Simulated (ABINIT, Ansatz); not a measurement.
## A GW run on Ba2H6Os (Fm-3m) in ABINIT, with inputs changed

What do changed inputs do to GW on Ba2H6Os (Fm-3m)?

Main program and level: ABINIT 10.8.3; LDA and many-body steps on it, plane waves.

### Step 1. The structure

Symmetry: Fm-3m, No. 225, cubic system. Conventional cell: a = 8.092 Å, b = 8.092 Å, c = 8.092 Å, α = 90.00°, β = 90.00°, γ = 90.00°. Nearest to Ba lie 12 H at 2.88 Å. H has 1 Os at 1.73 Å and 4 H at 2.45 Å and 4 Ba at 2.88 Å nearest. Os has 6 H at 1.73 Å nearest. Farther neighbours are not listed.

The cell and positions are those that the Materials Project relaxed with its own functionals (PBE, PBE+U or r2SCAN), kept fixed. Spin-orbit coupling is left out unless a step names it.

### Step 2. Screening, 2×2×2 mesh, 108 bands, screening to 114.3 eV

This step: ABINIT 10.8.3; RPA screening on LDA, plane waves, norm-conserving pseudopotentials.

The RPA dielectric matrix is built and inverted for each q.

Input file run.abi:

```
acell 3*1.0 Angstrom
rprim 
  -0.000000000000 4.046207840000 4.046207840000
  4.046207840000 0.000000000000 4.046207840000
  4.046207840000 4.046207840000 0.000000000000
ntypat 3
znucl 56 1 76
natom 9
typat 1 1 2 2 2 2 2 2 3
xred 
  0.750000000000 0.750000000000 0.750000000000
  0.250000000000 0.250000000000 0.250000000000
  0.785917090000 0.785917090000 0.214082910000
  0.214082910000 0.785917090000 0.214082910000
  0.785917090000 0.214082910000 0.214082910000
  0.214082910000 0.214082910000 0.785917090000
  0.785917090000 0.214082910000 0.785917090000
  0.214082910000 0.785917090000 0.785917090000
  0.000000000000 0.000000000000 0.000000000000
pp_dirpath "pseudos"
pseudos "Ba.upf, H.upf, Os.upf"
ecut 33
ngkpt 2 2 2
nshiftk 1
shiftk 0 0 0
kptopt 1
chksymbreak 0
istwfk *1
occopt 1
irdwfk 1
optdriver 3
nband 108
ecuteps 4.2
inclvkb 2
awtr 1
symchi 1
indata_prefix "in"
outdata_prefix "out"
tmpdata_prefix "tmp"
```

Started as:

```sh
OMP_NUM_THREADS=1 mpirun -n 4 abinit run.abi > log
```

Output:

```text
.Version 10.8.3 of ABINIT. v10.8.2 released Aug 2026.

 Symmetries : space group Fm -3 m (#225); Bravais cF (face-center cubic)
[... echo of the input left out ...]
== DATASET  1 ==================================================================
-   mpi_nproc: 4, omp_nthreads: 1 (-1 if OMP is not activated)

--- !DatasetInfo
iteration_state: {dtset: 1, }
dimensions: {natom: 9, nkpt: 3, mband: 108, nsppol: 1, nspinor: 1, nspden: 1, mpw: 8144, }
cutoff_energies: {ecut:  33.0, pawecutdg:  -1.0, }
electrons: {nelect:   4.20000000E+01, charge:   0.00000000E+00, occopt:   1.00000000E+00, tsmear:   1.00000000E-02, }

 SCREENING: Calculation of the susceptibility and dielectric matrices

 Based on a program developped by R.W. Godby, V. Olevano, G. Onida, and L. Reining.
 Incorporated in ABINIT by V. Olevano, G.-M. Rignanese, and M. Torrent.
.Using double precision arithmetic ; gwpc =  8

[... cell and pseudopotentials left out ...]
--------------------------------------------------------------------------------

 ==== K-mesh for the wavefunctions ====
 Number of points in the irreducible wedge :     3
[... list of points left out ...]
 Together with 48 symmetry operations and time-reversal symmetry
 yields     8 points in the full Brillouin Zone.

 ==== Q-mesh for the screening function ====
 Number of points in the irreducible wedge :     3
[... list of points left out ...]
 Together with 48 symmetry operations and time-reversal symmetry
 yields     8 points in the full Brillouin Zone.

 setmesh: FFT mesh size selected  =    40x   40x   40
          total number of points  =        64000

 vcoul_init : cutoff-mode = AUXILIARY_FUNCTION
 q-points for optical limit:   1
     1)      0.000010    0.000020    0.000030

- screening: taking advantage of time-reversal symmetry
- Maximum band index for partially occupied states nbvw = 21
- Remaining bands to be divided among processors   nbcw = 87
- Number of bands treated by each node ~21

 Number of electrons calculated from density =   42.0000; Expected =   42.0000
 average of density, n =  0.046976
 r_s =    1.7193
 omega_plasma =   20.9071 [eV]

 calculating chi0 at frequencies [eV] :
  1    0.000000E+00    0.000000E+00
  2    0.000000E+00    2.090714E+01

--------------------------------------------------------------------------------
  q-point number  1        q = ( 0.000000, 0.000000, 0.000000) [r.l.u.]
--------------------------------------------------------------------------------
[... chi0 elements left out ...]
 For q-point:  0.000010 0.000020 0.000030
  dielectric constant =   4.5271
  dielectric constant without local fields =   5.5946

  Average fulfillment of the sum rule on Im[epsilon] for q-point    1 :     68.33  [%]
[... wings left out ...]
  q-point number  2        q = ( 0.500000, 0.000000, 0.000000) [r.l.u.]
--------------------------------------------------------------------------------
[... chi0 elements left out ...]
  Average fulfillment of the sum rule on Im[epsilon] for q-point    2 :     76.64  [%]

 [... 1 further q-points ...]
```

Run time: 18 s. Hardware: 4 MPI ranks of Intel Xeon 6975P-C (Granite Rapids), shared host; peak memory 1.5 GiB.

Numbers from this step:

```
ε∞ with local fields, on this mesh, along the program's q direction : 4.527
the same without local fields                                       : 5.595
plasma frequency                                                    : 20.91 eV
plane waves in the screening matrix                                 : 339
```

Local fields lower ε∞ by 19 %. On a Γ-centred mesh this coarse the value itself is usually too large, while a short band sum pulls it down.

### Step 3. Base

The self-energy is evaluated for the states that the input lists, and the levels follow from it, in one-shot runs by the linearised quasiparticle equation.

This step: G0W0 on LDA, plane waves, norm-conserving pseudopotentials.

Edit run.abi of step 2 so:

```diff
@@ -30,8 +30,17 @@
 irdwfk 1
-optdriver 3
+optdriver 4
 nband 108
+gwcalctyp 0
+ecutsigx 33
+symsigma 1
+nkptgw 2
+kptgw 
+  0.0000000000 0.0000000000 0.0000000000
+  0.5000000000 0.5000000000 0.0000000000
+bdgw 
+  19 23
+  20 23
 ecuteps 4.2
-inclvkb 2
-awtr 1
-symchi 1
+irdscr 1
+ppmodel 1
 indata_prefix "in"
```

Output:

```text
.Version 10.8.3 of ABINIT. v10.8.2 released Aug 2026.

 Symmetries : space group Fm -3 m (#225); Bravais cF (face-center cubic)
[... echo of the input left out ...]
== DATASET  1 ==================================================================
-   mpi_nproc: 4, omp_nthreads: 1 (-1 if OMP is not activated)

--- !DatasetInfo
iteration_state: {dtset: 1, }
dimensions: {natom: 9, nkpt: 3, mband: 108, nsppol: 1, nspinor: 1, nspden: 1, mpw: 8144, }
cutoff_energies: {ecut:  33.0, pawecutdg:  -1.0, }
electrons: {nelect:   4.20000000E+01, charge:   0.00000000E+00, occopt:   1.00000000E+00, tsmear:   1.00000000E-02, }

 SIGMA: Calculation of the GW corrections

 Based on a program developped by R.W. Godby, V. Olevano, G. Onida, and L. Reining.
 Incorporated in ABINIT by V. Olevano, G.-M. Rignanese, and M. Torrent.
.Using double precision arithmetic ; gwpc =  8

[... cell and pseudopotentials left out ...]
--------------------------------------------------------------------------------

 ==== K-mesh for the wavefunctions ====
 Number of points in the irreducible wedge :     3
[... list of points left out ...]
 Together with 48 symmetry operations and time-reversal symmetry
 yields     8 points in the full Brillouin Zone.

 ==== Q-mesh for screening function ====
 Number of points in the irreducible wedge :     3
[... list of points left out ...]
 Together with 48 symmetry operations and time-reversal symmetry
 yields     8 points in the full Brillouin Zone.

 vcoul_init : cutoff-mode = AUXILIARY_FUNCTION
 q-points for optical limit:   1
     1)      0.000010    0.000020    0.000030
 setmesh: FFT mesh size selected  =    60x   60x   60
          total number of points  =       216000

 Number of electrons calculated from density =   42.0000; Expected =   42.0000
 average of density, n =  0.046976
 r_s =    1.7193
 omega_plasma =   20.9071 [eV]

 === KS Band Gaps ===
  >>>> For spin  1
   Minimum direct gap =   2.0584 [eV], located at k-point      :   0.5000  0.5000  0.0000
   Fundamental gap    =   1.7774 [eV], Top of valence bands at :   0.0000  0.0000  0.0000
                                       Bottom of conduction at :   0.5000  0.5000  0.0000
 SIGMA fundamental parameters:
 PLASMON POLE MODEL  1
 number of plane-waves for SigmaX                 7991
 number of plane-waves for SigmaC and W            339
 number of plane-waves for wavefunctions          7991
 number of bands                                   108
 number of independent spin polarizations            1
 number of spinorial components                      1
 number of k-points in IBZ                           3
 number of q-points in IBZ                           3
 number of symmetry operations                      48
 number of k-points in BZ                            8
 number of q-points in BZ                            8
 number of frequencies for dSigma/dE                 9
 frequency step for dSigma/dE [eV]                0.25
 number of omega for Sigma on real axis              0
 max omega for Sigma on real axis  [eV]           0.00
 zcut for avoiding poles [eV]                     0.10

 EPSILON^-1 parameters (SCR file):
 dimension of the eps^-1 matrix on file            339
 dimension of the eps^-1 matrix used               339
 number of plane-waves for wavefunctions          7991
 number of bands                                   108
 number of q-points in IBZ                           3
 number of frequencies                               2
 number of real frequencies                          1
 number of imag frequencies                          1

 matrix elements of self-energy operator (all in [eV])

 Perturbative Calculation

--- !SelfEnergy_ee
iteration_state: {dtset: 1, }
kpoint     : [   0.000,    0.000,    0.000, ]
spin       : 1
KS_gap     :    2.784
QP_gap     :    3.832
Delta_QP_KS:    1.048
data: !SigmaeeData |
     Band     E0 <VxcDFT>   SigX SigC(E0)      Z dSigC/dE  Sig(E)    E-E0       E
       19   4.636 -17.156 -19.723   3.186   0.785  -0.274 -16.671   0.486   5.121
       20   4.636 -17.156 -19.723   3.186   0.785  -0.274 -16.671   0.486   5.121
       21   4.636 -17.156 -19.723   3.186   0.785  -0.274 -16.671   0.486   5.121
       22   7.420 -12.009  -6.722  -3.428   0.825  -0.212 -10.475   1.534   8.954
       23   7.420 -12.009  -6.722  -3.428   0.825  -0.212 -10.475   1.534   8.954

--- !SelfEnergy_ee
iteration_state: {dtset: 1, }
kpoint     : [   0.500,    0.500,    0.000, ]
spin       : 1
KS_gap     :    2.058
QP_gap     :    2.942
Delta_QP_KS:    0.884
data: !SigmaeeData |
     Band     E0 <VxcDFT>   SigX SigC(E0)      Z dSigC/dE  Sig(E)    E-E0       E
       20   4.355 -16.488 -19.032   3.094   0.785  -0.274 -16.056   0.432   4.787
       21   4.355 -16.488 -19.032   3.094   0.785  -0.274 -16.056   0.432   4.787
       22   6.413 -11.458  -6.928  -2.945   0.829  -0.206 -10.143   1.316   7.729
       23   6.828  -9.386  -4.544  -3.407   0.837  -0.195  -8.186   1.200   8.029

== END DATASET(S) ==============================================================
================================================================================

 -outvars: echo values of variables after computation  --------
           etotal      0.0000000000E+00
            nband         108
             nkpt           3
          spgroup         225
 [... the other variables as echoed above ...]

 Calculation completed.
```

The job ended after 7.5 s (4 MPI ranks; peak memory 1.1 GiB).

Numbers from this step:

* G0W0 gap on the points computed: 2.608 eV
* starting gap on the mesh: 1.777 eV
* k of the valence top: 0, 0, 0
* k of the conduction bottom: 0.5, 0.5, 0
* Z at the valence top: 0.785
* Z at the conduction bottom: 0.829
* least direct G0W0 gap on the computed points: 2.942 eV

The gap on the mesh goes from 1.78 eV to 2.61 eV, a correction of +0.83 eV.

### Step 4. A keyword of another program

Edit run.abi of step 3 so:

```diff
@@ -45,2 +45,3 @@
 ppmodel 1
+ENCUTGW 100
 indata_prefix "in"
```

Output:

```text
.Version 10.8.3 of ABINIT. v10.8.2 released Aug 2026.

 Symmetries : space group Fm -3 m (#225); Bravais cF (face-center cubic)
================================================================================
 Values of the parameters that define the memory need of the present run
     intxc =       0    ionmov =       0      iscf =       7    lmnmax =       8
     lnmax =       8     mgfft =      60  mpssoang =       4    mqgrid =    3001
     natom =       9  nloc_mem =       1    nspden =       1   nspinor =       1
    nsppol =       1      nsym =      48    n1xccc =    2501    ntypat =       3
    occopt =       1   xclevel =       1
-    mband =         108        mffmem =           1         mkmem =           1
       mpw =        8144          nfft =      216000          nkpt =           3
================================================================================
  Rough estimation (10% accuracy) of disk space for files :
================================================================================

--------------------------------------------------------------------------------
------------- Echo of variables that govern the present computation ------------
--------------------------------------------------------------------------------
 -outvars: echo values of preprocessed input variables --------
            acell      1.8897261259E+00  1.8897261259E+00  1.8897261259E+00 Bohr

             bdgw          19      23      20      23
      chksymbreak           0
             ecut      3.30000000E+01 Hartree
          ecuteps      4.20000000E+00 Hartree
         ecutsigx      3.30000000E+01 Hartree
          ecutwfn      3.30000000E+01 Hartree
-          fftalg         312
           irdscr           1
           irdwfk           1

[...]
npweps         339
          npwsigx        7991
           npwwfn        7991
             nsym          48
           ntypat           3
              occ      2.000000  2.000000  2.000000  2.000000  2.000000  2.000000
                       2.000000  2.000000  2.000000  2.000000  2.000000  2.000000
                       2.000000  2.000000  2.000000  2.000000  2.000000  2.000000
                       2.000000  2.000000  2.000000  0.000000  0.000000  0.000000
[...]
[... 7 further rows ...]
                       0.000000  0.000000  0.000000  0.000000  0.000000  0.000000
                       0.000000  0.000000  0.000000  0.000000  0.000000  0.000000
        optdriver           4
            rprim     -0.0000000000E+00  4.0462078400E+00  4.0462078400E+00
[...]
spgroup         225

             xred      7.5000000000E-01  7.5000000000E-01  7.5000000000E-01
[...]
2.1408291000E-01  7.8591709000E-01  7.8591709000E-01
                       0.0000000000E+00  0.0000000000E+00  0.0000000000E+00
            znucl       56.00000    1.00000   76.00000

================================================================================

 chkinp: Checking input parameters for consistency.

--- !ERROR
message: |
    Found token: `ENCUTGW` in the input file.
    This name is not one of the registered input variable names (see
    Action: check your input file. Perhaps you mistyped the input variable,
    or specified "img", although this was not permitted for this input variable.

--- !ERROR
message: |
    Found token: `ENCUTGW` in the input file.
    This name is not one of the registered input variable names (see
    Action: check your input file. Perhaps you mistyped the input variable,
    or specified "img", although this was not permitted for this input variable.

--- from the log ---
Found token: `ENCUTGW` in the input file.
    This name is not one of the registered input variable names (see
    Action: check your input file. Perhaps you mistyped the input variable,
    or specified "img", although this was not permitted for this input variable.
```

The job ended after 0.94 s (4 MPI ranks; peak memory 0.05 GiB; 2.1 s of CPU time).

The run stopped with an error after 0.94 s.

The program's words: Found token: `ENCUTGW` in the input file. This name is not one of the registered input variable names (see Action: check your input file. Perhaps you mistyped the input variable, or specified "img", although this was not permitted for this input variable.

The fault put into this input: a keyword of another program.

### Step 5. Side by side

Times are wall times on 4 MPI ranks of Intel Xeon 6975P-C (Granite Rapids), shared host, good to a factor of about two. A run's time includes the screening step that it read.

```csv
run,mesh,bands,screening cutoff (eV),DFT gap (eV),gap on the mesh (eV),direct (eV),ε∞ used,time
base,2×2×2,108,114.3,1.777,2.608,2.942,4.53,25 s
```

### Step 6. Outcome

```yaml
base: 2.608 eV
known_limits: not at the basis limit; no spin polarisation; d states lean on the start; no spin-orbit coupling; coarse k mesh
```

Bands and cutoff are finite, so the gap is not at the basis limit. The miss can reach some tenths of an eV and take either sign; the mesh is an error of its own. In the G0W0 run levels were corrected at 2 k points alone, so a gap called «on the mesh» is the least over those, and an edge elsewhere would be missed. The 2×2×2 mesh is coarse for this cell, which bears on the long-range parts of exchange and screening. The runs have no spin polarisation. For a closed low-spin shell that is the natural state; where a d or f shell is open it is a constraint, and the gap is then not the crystal's own. With d states at the gap, one-shot GW leans hard on its start. The many-body steps are scalar-relativistic: spin-orbit coupling is not in them.

[Paths, hosts, dates, memory and timing lines, banners, echoed tables and standing remarks are left out of the program output.]

[Logs are printed without paths, hosts, clocks, repeated set-up lines and the standing remarks that a program may print on its own settings, such as how far it seeks lower states.]

[Runs of the session that timed out or met a known fault of the program may be left out.]

[No measured gap is set beside runs whose start may be inverted or whose files or cutoffs have a known fault.]

[Hosts, paths, dates, database ids (printed as entryN), source tags and the programs' standing remarks are cut or masked in the printed files.]

[G0W0 gaps are taken among the corrected bands and points alone; a level outside them can change the order at an edge.]

[Where Ansatz stands beside ABINIT at settings called matched, ABINIT's density can come from a denser mesh and the files from another edition; pairs whose starting gaps differed by over 0.03 eV were left out, so agreement reads better than it is.]
